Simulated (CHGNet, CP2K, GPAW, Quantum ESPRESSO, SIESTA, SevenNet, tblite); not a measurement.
**Running random packing of Mg53Si47 (at. %) (73 atoms) with GPAW**

Wanted: GPAW inputs and outputs for random packing of Mg53Si47 (at. %) (73 atoms), checked against a plane-wave reference.

Calculated with GPAW 26.7.0; the method is named at each step.

### 1. Set-up

The cell holds 73 atoms: 39 Mg and 34 Si. Its edges and angles: a = 11.274 Å, b = 11.274 Å, c = 11.274 Å, α = 90.0°, β = 90.0°, γ = 90.0°. 73 atoms (39 Mg, 34 Si) packed at random in a cube at 2.21 g/cm³ and pushed apart as soft spheres; a start for melting by ab initio MD, not an equilibrated structure. Then every atom was moved at random, 0.05 Å r.m.s. a Cartesian component.

The yardstick, on the same geometry:

* method: Kohn-Sham DFT, PBE, SSSP efficiency 1.3.0 pseudopotentials, plane waves (Quantum ESPRESSO 7.5); sssp-pbe-1.3.0-efficiency, cutoffs 45/360 Ry, Γ point
* r.m.s. force component: 0.9984 eV/Å
* longest force: 3.846 eV/Å
* pressure: 9.272 GPa
* time: 1.9 min on 4 MPI ranks of Arm Neoverse V2, shared host
* CPU time: 7.4 min

### 2. PBE, LCAO dzp, h 0.2 Å

Method: Kohn-Sham DFT, PBE, PAW, atomic orbitals (dzp).

Input file run.py:

```python
import numpy as np
from ase.io import read
from gpaw import GPAW, FermiDirac

atoms = read("structure.xyz")
atoms.calc = GPAW(
    mode="lcao",
    basis="dzp",
    h=0.2,
    xc="PBE",
    kpts={"size": (1, 1, 1), "gamma": True},
    occupations=FermiDirac(0.05),
    maxiter=200,
    symmetry={"point_group": False},
    txt="gpaw.txt",
)
energy = atoms.get_potential_energy(force_consistent=True)
forces = atoms.get_forces()
print(f"energy {energy:.6f} eV")
print("forces (eV/A)")
for i, (a, f) in enumerate(zip(atoms, forces)):
    print(f"{i:4d} {a.symbol:2s} {f[0]:10.5f} {f[1]:10.5f} {f[2]:10.5f}")
print(f"Fermi level {atoms.calc.get_fermi_level():.4f} eV")
for k in range(len(atoms.calc.get_ibz_k_points())):
    for s in range(atoms.calc.get_number_of_spins()):
        e = atoms.calc.get_eigenvalues(kpt=k, spin=s)
        n = np.searchsorted(e, atoms.calc.get_fermi_level())
        print(f"k {k} spin {s} levels about the Fermi level:", np.round(e[max(n - 6, 0):n], 4).tolist(), "|", np.round(e[n:n + 6], 4).tolist())
```

Input file structure.xyz:

```xyz
73
Lattice="11.27400 0.00000 0.00000 0.00000 11.27400 0.00000 0.00000 0.00000 11.27400" Properties=species:S:1:pos:R:3 pbc="T T T"
Mg 6.39529 7.64794 4.49134
Mg 7.70149 10.17625 8.13622
Mg 2.67171 0.54239 4.40712
Mg 10.79767 8.82055 1.60091
Mg 4.65864 2.06664 5.25740
Mg 0.43439 5.21321 8.26407
Mg 10.00658 0.07328 9.30770
Mg 8.67128 9.02179 0.12492
Mg 1.33214 9.78211 6.06113
Mg 8.46937 5.40487 0.86550
Mg 7.39304 0.12029 4.89754
Mg 5.76462 2.32943 9.32957
Mg 5.89799 9.60782 6.33001
Mg 10.25167 4.13666 5.57939
Mg 7.82213 5.19968 4.10159
Mg 6.06237 1.02684 0.79820
Mg 0.90361 7.86249 8.36959
Mg 6.48650 3.55447 0.25513
Mg 4.68119 4.32978 7.03441
Mg 10.44423 3.46270 11.03510
Mg 8.93194 6.47105 6.31209
Mg 2.08355 7.00003 2.24973
Mg 7.57951 2.42008 2.58355
Mg 2.75773 9.10387 3.90069
Mg 2.89234 6.21896 7.52111
Mg 10.27422 9.88211 4.07882
Mg 2.62290 1.48930 9.26599
Mg 4.96732 9.79981 0.40485
Mg 4.08998 6.45606 5.11017
Mg 9.53431 1.29865 3.96292
Mg 11.18246 5.61975 1.49121
Mg 3.38615 0.23642 7.01716
Mg 11.21323 0.20090 2.00395
Mg 3.69066 7.50307 0.06471
Mg 9.11480 5.19607 9.49880
Mg 8.43509 9.07512 5.86902
Mg 1.14916 10.59440 8.66632
Mg 5.27161 5.68322 10.42338
Mg 1.27622 8.91920 10.86746
Si 6.33272 8.88752 9.92845
Si 0.74363 6.06744 10.57084
Si 6.81592 4.65165 8.28977
Si 4.25932 3.06935 1.35344
Si 1.27554 1.09662 11.24694
Si 2.32673 10.94502 1.60181
Si 8.96847 3.54353 7.75595
Si 4.21704 0.88749 2.50260
Si 7.21085 6.64918 9.13532
Si 6.79867 1.74352 6.71829
Si 3.46055 1.09189 0.45772
Si 3.58017 8.91210 6.44873
Si 5.65380 11.21312 9.68380
Si 1.68028 5.78537 4.27927
Si 8.62878 1.31917 0.34138
Si 1.63811 2.64657 5.19235
Si 3.60667 9.57760 9.63747
[... 13 atom lines left out ...]
Si 11.21425 1.68016 6.13678
Si 1.44296 3.84398 2.19155
Si 5.78131 7.01750 6.80735
Si 8.28177 2.47881 9.87354
```

Launch:

```sh
OMP_NUM_THREADS=1 python run.py > output.txt
```

Output:

```text
energy -189.027531 eV
forces (eV/A)
   0 Mg    1.17511   -0.02892   -1.26952
   1 Mg    0.65306    0.88288    1.09862
   2 Mg   -1.58578   -0.68449   -0.95487
   3 Mg    1.04655   -0.52163    0.43712
   4 Mg    0.58196    0.88105   -0.99000
   5 Mg   -0.54928   -1.79369   -1.32973
   6 Mg   -1.10581   -1.27232    1.22191
   7 Mg   -0.98006    1.17159   -0.03480
   8 Mg   -2.34738   -0.03565   -0.21184
   9 Mg   -0.20466   -1.01235   -0.59084
  10 Mg   -0.61309   -0.25192   -1.05232
  11 Mg   -0.86388    0.57763   -1.41568
  12 Mg   -1.06262    1.06453    0.21074
  13 Mg    0.73602    0.00608   -1.20475
  14 Mg    0.71770   -0.62645    0.15075
  15 Mg    0.31366   -0.70123   -0.42005
  16 Mg   -0.55789    0.50576   -0.82080
  17 Mg    0.78401    0.67882    0.10554
  18 Mg    0.43270   -0.68570   -0.24730
  19 Mg    0.02732   -0.74436    0.48665
  20 Mg   -0.07471   -0.29638    1.44052
  21 Mg    0.60517    0.67757   -1.29723
  22 Mg   -0.69381    0.69564    0.62568
  23 Mg    0.59499   -0.46943   -0.89900
[...]
65 Si    1.92397    0.43331   -0.36529
  66 Si   -0.60499   -2.17824    1.91754
  67 Si   -0.92999    0.86690   -0.50437
  68 Si    0.03910   -0.19540   -1.21899
  69 Si   -1.42662   -1.60410    1.46945
  70 Si    0.74459   -0.67464    0.55603
  71 Si    0.45109   -0.70965    2.17323
  72 Si   -0.53094    0.55583   -2.21589
Fermi level 5.2216 eV
k 0 spin 0 levels about the Fermi level: [4.8964, 4.9416, 4.9854, 5.0853, 5.1764, 5.2028] | [5.2219, 5.2909, 5.3752, 5.4149, 5.4714, 5.5757]
```

gpaw.txt:

```text
Input parameters:
  mode=LCAO(),
  basis={'default': 'dzp'},
  h=0.2,
  kpts=MonkhorstPack(size=(1, 1, 1), gamma=True),
  maxiter=200,
  occupations=Occupations(name='fermi-dirac', width=0.05, fixmagmom=False),
  symmetry=Symmetry(point_group=False),
  xc=XC(name='PBE')
Unit cell  # Å
| periodic |         x |         y |         z |   lengths |    angles |
|----------|-----------|-----------|-----------|-----------|-----------|
|      yes | 11.274000 |  0.000000 |  0.000000 | 11.274000 | 90.000000 |
|      yes |  0.000000 | 11.274000 |  0.000000 | 11.274000 | 90.000000 |
|      yes |  0.000000 |  0.000000 | 11.274000 | 11.274000 | 90.000000 |
Number of symmetries: 1
Symmetry operations  # r_c * U_cc + t_c -> r_c
|   | kind |            matrix            |
|---|------|------------------------------|
| 0 |  E   |  1, 0, 0,  0, 1, 0,  0, 0, 1 |
BZ-sampling:
  Number of BZ points: 1
  Number of IBZ points: 1
  Monkhorst-Pack size: [1, 1, 1]
  Monkhorst-Pack shift: [0, 0, 0]
[... lines left out ...]
  Fermi-Dirac:
[... lines left out ...]
xc functional:
  name: PBE with 2 nearest neighbor stencil
interpolation: tri-quintic # 5. degree polynomial
Initialization done in: 16.036 s
convergence criteria:
- Maximum [total energy] change in last 3 cyles: 0.0005 eV / valence electron
- Maximum integral of absolute [dens]ity change: 0.0001 electrons / valence electron
- Maximum integral of absolute [eigenst]ate change: 4e-08 eV^2 / valence electron
maximum number of iterations: 200
SCF iterations
|iter     |      energy | eigst |  dens |
|---------|-------------|-------|-------|
|iter:   1| -192.171558 |      c|       |
|iter:   2| -191.160988 |      c| -1.32 |
|iter:   3| -197.458245 |      c| -1.36 |
|iter:   4| -192.947687 |      c| -1.38 |
|iter:   5| -191.210321 |      c| -1.53 |
|iter:   6| -189.217513 |      c| -1.67 |
|iter:   7| -188.969791 |      c| -2.02 |
|iter:   8| -189.015634c|      c| -2.28 |
|iter:   9| -188.879669c|      c| -2.28 |
|iter:  10| -188.874950c|      c| -2.85 |
[...]
|iter:  14| -188.871459c|      c| -3.76 |
|iter:  15| -188.871103c|      c| -3.69 |
|iter:  16| -188.871282c|      c| -4.15c|
Converged in 16 steps
SCF loop duration: 377.357 s (23.585 s/step)
Energy contributions relative to reference atoms: (reference = -480671.855166)
Energy contributions:
  Kinetic:         622.195203
  Coulomb:        -445.639048
  Zero:             -0.529886
  External:          0.000000
  Xc:             -364.741301
  Entropy:          -0.312498
  Spinorbit:         0.000000
  ----------------------------
  Free energy:    -189.027531
  Extrapolated:   -188.871282
dipole moment: (69.638536, -10.951124, -20.715678)  # |e|*Ang
Fermi level: 5.222
Eigenvalues  # (at kpt = [0.000, 0.000, 0.000])
| band index |      eig [eV] | occ [0-2] |
|------------|---------------|-----------|
|          0 |       -71.166 |     2.000 |
|        ... |               |           |
|        255 |         4.774 |     2.000 |
|        256 |         4.837 |     1.999 |
[...]
|        270 |         5.690 |     0.000 |
|        ... |               |           |
|        319 |         8.601 |     0.000 |
Gap: 0.019 eV
Transition (v -> c):
  (s=0, k=0, n=262, [0.00, 0.00, 0.00]) -> (s=0, k=0, n=263, [0.00, 0.00, 0.00])
No difference between direct/indirect transitions
Force computation time: 57.376  # s
timing:  # [seconds]
  Total:  450.796  # ━━━━━━━━━━━━━━━━━━━━━━━━━━━━━━━━━━━━━━━━━━━━━━━━━━━━━━━━
  Init:    16.035  # ━━
  SCF:    377.357  # ━━━━━━━━━━━━━━━━━━━━━━━━━━━━━━━━━━━━━━━━━━━━━━━
  Forces:  57.376  # ━━━━━━━
```

The job ended after 7.5 min (1 thread of Arm Neoverse V2, shared host; peak memory 1.8 GiB).

Banners, paths, timers and routine set-up lines are dropped from the logs unmarked, and long logs keep their key lines alone; longer cuts are marked.

Numbers from this run, and their distance from the reference:

```yaml
r_m_s_force_component: 1.056 eV/Å
r_m_s_difference_of_force_components: 78.33 meV/Å
longest_difference_of_force_vectors: 330.5 meV/Å
force_difference_over_r_m_s_force: 7.845 %
slope_of_forces_against_the_reference_s: 1.056
correlation_of_force_components: 0.9987
```

Length of the force difference by element (eV/Å):

```tsv
element	atoms	mean	most
Mg	39	0.090	0.18
Si	34	0.15	0.33
```

The surroundings of Mg16, picked at random, nearest first, numbered as they follow in the input and with coordinates relative to it.

```tsv
atom	x	y	z	distance (Å)	bonds	Fx	Fy	Fz (eV/Å)
Mg16	0.00	0.00	0.00	0.00	6	0.31	-0.70	-0.42
Si47	-1.85	-0.14	1.70	2.52	5	1.51	0.26	2.38
Mg18	0.42	2.53	-0.54	2.62	3	0.78	0.68	0.11
Si54	2.57	0.29	-0.46	2.62	5	1.12	-1.50	2.06
Si50	-2.60	0.07	-0.34	2.62	6	1.65	1.19	-3.64
Si52	-0.41	-1.09	-2.39	2.66	5	-0.92	-1.08	-0.44
Si58	2.00	-1.33	1.15	2.66	4	0.61	-0.10	0.84
Mg23	1.52	1.39	1.79	2.73	3	-0.69	0.70	0.63
Mg28	-1.10	-2.50	-0.39	2.76	4	-0.63	1.49	1.92
Si43	-1.80	2.04	0.56	2.78	4	-0.19	0.91	0.96
```

Atoms are counted from 1 here, from 0 in the log.

Forces lie 7.8 % from the reference's, at 1.0 times its CPU time (on 1 against 4 cores).

### 3. PBE, LCAO szp(dzp), h 0.2 Å

Method: Kohn-Sham DFT, PBE, PAW, atomic orbitals (szp(dzp)).

run.py, as its differences from that of step 2:

```diff
@@ -7,3 +7,3 @@
     mode="lcao",
-    basis="dzp",
+    basis="szp(dzp)",
     h=0.2,
```

structure.xyz is that of step 2.

Output:

```text
energy -177.563108 eV
forces (eV/A)
   0 Mg    1.15615   -0.00232   -1.26895
   1 Mg    0.68204    0.84398    1.07969
   2 Mg   -1.64002   -0.58732   -1.07257
   3 Mg    1.02345   -0.55637    0.40302
   4 Mg    0.66366    0.96680   -1.03978
   5 Mg   -0.49859   -1.87741   -1.31464
   6 Mg   -1.11395   -1.25243    1.11214
   7 Mg   -0.97646    1.17564   -0.02492
   8 Mg   -2.43585   -0.07531   -0.15584
   9 Mg   -0.26201   -0.94657   -0.62300
  10 Mg   -0.67999   -0.21975   -1.11967
  11 Mg   -0.82776    0.54797   -1.40064
  12 Mg   -1.15665    1.06561    0.24474
  13 Mg    0.78518   -0.04543   -1.20954
  14 Mg    0.60851   -0.66843    0.15471
  15 Mg    0.27236   -0.72544   -0.34174
  16 Mg   -0.68500    0.50880   -0.85173
  17 Mg    0.72660    0.79094    0.12582
  18 Mg    0.46139   -0.74345   -0.22388
  19 Mg    0.04474   -0.83681    0.49959
  20 Mg   -0.09260   -0.20773    1.45539
  21 Mg    0.66487    0.68221   -1.29077
  22 Mg   -0.65742    0.71175    0.68749
  23 Mg    0.61829   -0.49390   -0.98620
[...]
65 Si    1.98857    0.44499   -0.34082
  66 Si   -0.57227   -2.15645    1.86156
  67 Si   -0.88059    0.83144   -0.44533
  68 Si    0.00090   -0.16879   -1.21039
  69 Si   -1.49360   -1.65070    1.46772
  70 Si    0.75002   -0.73142    0.58034
  71 Si    0.46180   -0.64518    2.18220
  72 Si   -0.50112    0.52469   -2.18973
Fermi level 5.2978 eV
k 0 spin 0 levels about the Fermi level: [4.9556, 5.0045, 5.0488, 5.1683, 5.2445, 5.2676] | [5.3068, 5.3808, 5.4456, 5.4965, 5.5535, 5.6574]
```

gpaw.txt:

```text
Input parameters:
  mode=LCAO(),
  basis={'default': 'szp(dzp)'},
  h=0.2,
  kpts=MonkhorstPack(size=(1, 1, 1), gamma=True),
  maxiter=200,
  occupations=Occupations(name='fermi-dirac', width=0.05, fixmagmom=False),
  symmetry=Symmetry(point_group=False),
  xc=XC(name='PBE')
Unit cell  # Å
| periodic |         x |         y |         z |   lengths |    angles |
[... lines left out ...]
  Fermi-Dirac:
[... lines left out ...]
convergence criteria:
- Maximum [total energy] change in last 3 cyles: 0.0005 eV / valence electron
[... lines left out ...]
Converged in 16 steps
[... lines left out ...]
  Free energy:    -177.563108
  Extrapolated:   -177.412731
dipole moment: (69.968332, -11.290940, -20.970755)  # |e|*Ang
Fermi level: 5.298
Eigenvalues  # (at kpt = [0.000, 0.000, 0.000])
| band index |      eig [eV] | occ [0-2] |
|------------|---------------|-----------|
|          0 |       -71.663 |     2.000 |
|        ... |               |           |
|        255 |         4.842 |     2.000 |
|        256 |         4.896 |     1.999 |
[...]
|        270 |         5.778 |     0.000 |
|        ... |               |           |
|        319 |         8.826 |     0.000 |
Gap: 0.039 eV
Transition (v -> c):
  (s=0, k=0, n=262, [0.00, 0.00, 0.00]) -> (s=0, k=0, n=263, [0.00, 0.00, 0.00])
No difference between direct/indirect transitions
Force computation time: 38.423  # s
timing:  # [seconds]
  Total:  315.954  # ━━━━━━━━━━━━━━━━━━━━━━━━━━━━━━━━━━━━━━━━━━━━━━━━━━━━━━━━
  Init:    10.476  # ━━
  SCF:    267.028  # ━━━━━━━━━━━━━━━━━━━━━━━━━━━━━━━━━━━━━━━━━━━━━━━╸
  Forces:  38.423  # ━━━━━━━
```

Wall time 5.3 min (1 thread); peak memory 1.7 GiB.

Compared with the plane-wave run:

```yaml
r_m_s_force_component: 1.064 eV/Å
r_m_s_difference_of_force_components: 106.9 meV/Å
longest_difference_of_force_vectors: 434.9 meV/Å
force_difference_over_r_m_s_force: 10.7 %
slope_of_forces_against_the_reference_s: 1.062
correlation_of_force_components: 0.9966
```

This is a coarse setting, run to see what it loses.

Against the first run (7.8 %), the force difference from the reference is 11 %, at 0.70 times the CPU time, with 735 basis functions against 1183: the smaller basis costs accuracy.

### 4. LDA, LCAO dzp, h 0.2 Å

Method: Kohn-Sham DFT, LDA, PAW, atomic orbitals (dzp).

run.py, as its differences from that of step 3:

```diff
@@ -7,5 +7,5 @@
     mode="lcao",
-    basis="szp(dzp)",
+    basis="dzp",
     h=0.2,
-    xc="PBE",
+    xc="LDA",
     kpts={"size": (1, 1, 1), "gamma": True},
```

structure.xyz is that of step 3.

Output:

```text
energy -221.357336 eV
forces (eV/A)
   0 Mg    1.06794   -0.02353   -1.17860
   1 Mg    0.56558    0.82379    1.06353
   2 Mg   -1.48057   -0.60750   -0.92193
   3 Mg    0.95119   -0.50567    0.43218
   4 Mg    0.53054    0.80779   -0.89166
   5 Mg   -0.50248   -1.67099   -1.18529
[...]
70 Si    0.68338   -0.57930    0.53144
  71 Si    0.39962   -0.65317    2.00130
  72 Si   -0.50886    0.53726   -2.05373
Fermi level 5.0184 eV
k 0 spin 0 levels about the Fermi level: [4.6971, 4.7427, 4.7859, 4.8802, 4.9703, 5.0028] | [5.0202, 5.0871, 5.1641, 5.2083, 5.2651, 5.3718]
```

gpaw.txt:

```text
Input parameters:
  mode=LCAO(),
  basis={'default': 'dzp'},
  h=0.2,
  kpts=MonkhorstPack(size=(1, 1, 1), gamma=True),
  maxiter=200,
  occupations=Occupations(name='fermi-dirac', width=0.05, fixmagmom=False),
[... lines left out ...]
  Fermi-Dirac:
[... lines left out ...]
convergence criteria:
- Maximum [total energy] change in last 3 cyles: 0.0005 eV / valence electron
[... lines left out ...]
Converged in 16 steps
[... lines left out ...]
  Free energy:    -221.357336
[... lines left out ...]
Fermi level: 5.018
[... lines left out ...]
|        ... |               |           |
|        319 |         8.370 |     0.000 |
Gap: 0.017 eV
Transition (v -> c):
  (s=0, k=0, n=262, [0.00, 0.00, 0.00]) -> (s=0, k=0, n=263, [0.00, 0.00, 0.00])
No difference between direct/indirect transitions
Force computation time: 58.505  # s
timing:  # [seconds]
  Total:  439.093  # ━━━━━━━━━━━━━━━━━━━━━━━━━━━━━━━━━━━━━━━━━━━━━━━━━━━━━━━━
  Init:    10.399  # ━╸
  SCF:    370.162  # ━━━━━━━━━━━━━━━━━━━━━━━━━━━━━━━━━━━━━━━━━━━━━━━
  Forces:  58.505  # ━━━━━━━╸
```

The job ended after 7.3 min (1 thread; peak memory 1.8 GiB).

Compared with the plane-wave run:

```yaml
r_m_s_force_component: 0.9744 eV/Å
r_m_s_difference_of_force_components: 49.23 meV/Å
longest_difference_of_force_vectors: 196.8 meV/Å
force_difference_over_r_m_s_force: 4.93 %
slope_of_forces_against_the_reference_s: 0.975
correlation_of_force_components: 0.999
```

Against the first run (7.8 %), the force difference from the reference is 4.9 %, at 0.97 times the CPU time; another functional landing nearer a PBE reference means that errors partly cancel.

### 5. PBE, LCAO dzp, h 0.2 Å, other mixer settings

Method: Kohn-Sham DFT, PBE, PAW, atomic orbitals (dzp).

run.py, as its differences from that of step 4:

```diff
@@ -2,3 +2,3 @@
 from ase.io import read
-from gpaw import GPAW, FermiDirac
+from gpaw import GPAW, FermiDirac, Mixer
 
@@ -9,5 +9,6 @@
     h=0.2,
-    xc="LDA",
+    xc="PBE",
     kpts={"size": (1, 1, 1), "gamma": True},
     occupations=FermiDirac(0.05),
+    mixer=Mixer(0.03, 7, 100),
     maxiter=200,
```

structure.xyz is that of step 4.

Output:

```text
energy -189.027511 eV
forces (eV/A)
   0 Mg    1.17478   -0.02454   -1.26914
   1 Mg    0.65234    0.88233    1.10063
   2 Mg   -1.58373   -0.68541   -0.95684
   3 Mg    1.04389   -0.52198    0.43633
   4 Mg    0.58356    0.87641   -0.98835
   5 Mg   -0.55046   -1.78995   -1.32863
[...]
70 Si    0.73987   -0.67090    0.55649
  71 Si    0.45334   -0.71053    2.17055
  72 Si   -0.53085    0.55255   -2.21382
Fermi level 5.2216 eV
k 0 spin 0 levels about the Fermi level: [4.8963, 4.9418, 4.9856, 5.0852, 5.1765, 5.2028] | [5.222, 5.2906, 5.3752, 5.4147, 5.4711, 5.5755]
```

gpaw.txt:

```text
Input parameters:
  mode=LCAO(),
  basis={'default': 'dzp'},
  h=0.2,
  kpts=MonkhorstPack(size=(1, 1, 1), gamma=True),
  maxiter=200,
[... lines left out ...]
  occupations=Occupations(name='fermi-dirac', width=0.05, fixmagmom=False),
[... lines left out ...]
  Fermi-Dirac:
[... lines left out ...]
convergence criteria:
- Maximum [total energy] change in last 3 cyles: 0.0005 eV / valence electron
[... lines left out ...]
Converged in 21 steps
[... lines left out ...]
  Free energy:    -189.027511
[... lines left out ...]
Fermi level: 5.222
[... lines left out ...]
|        ... |               |           |
|        319 |         8.601 |     0.000 |
Gap: 0.019 eV
Transition (v -> c):
  (s=0, k=0, n=262, [0.00, 0.00, 0.00]) -> (s=0, k=0, n=263, [0.00, 0.00, 0.00])
No difference between direct/indirect transitions
Force computation time: 57.813  # s
timing:  # [seconds]
  Total:  568.980  # ━━━━━━━━━━━━━━━━━━━━━━━━━━━━━━━━━━━━━━━━━━━━━━━━━━━━━━━━
  Init:    13.032  # ━╸
  SCF:    498.108  # ━━━━━━━━━━━━━━━━━━━━━━━━━━━━━━━━━━━━━━━━━━━━━━━━━
  Forces:  57.813  # ━━━━━╸
```

The job ended after 9.5 min (1 thread; peak memory 1.7 GiB).

Compared with the plane-wave run:

```yaml
r_m_s_force_component: 1.056 eV/Å
r_m_s_difference_of_force_components: 77.92 meV/Å
longest_difference_of_force_vectors: 327.5 meV/Å
force_difference_over_r_m_s_force: 7.804 %
slope_of_forces_against_the_reference_s: 1.056
correlation_of_force_components: 0.9987
energy_less_the_same_level_run_s: 0.0003 meV/atom
r_m_s_force_difference_from_the_same_level_run: 2.71 meV/Å
```

Against the first run (7.8 %), the force difference from the reference is 7.8 %, at 1.3 times the CPU time: another solver or mixer reaches the same state.

(Continued in part 2 of 2.)

[Also dropped from logs without a mark: logging warnings of Python, and SIESTA's first energy breakdown and zero terms.]

[Logs are printed without paths, hosts, clocks, repeated set-up lines and the standing remarks that a program may print on its own settings, such as how far it seeks lower states.]

[Hosts, paths, dates, database ids (printed as entryN), source tags and the programs' standing remarks are cut or masked in the printed files.]
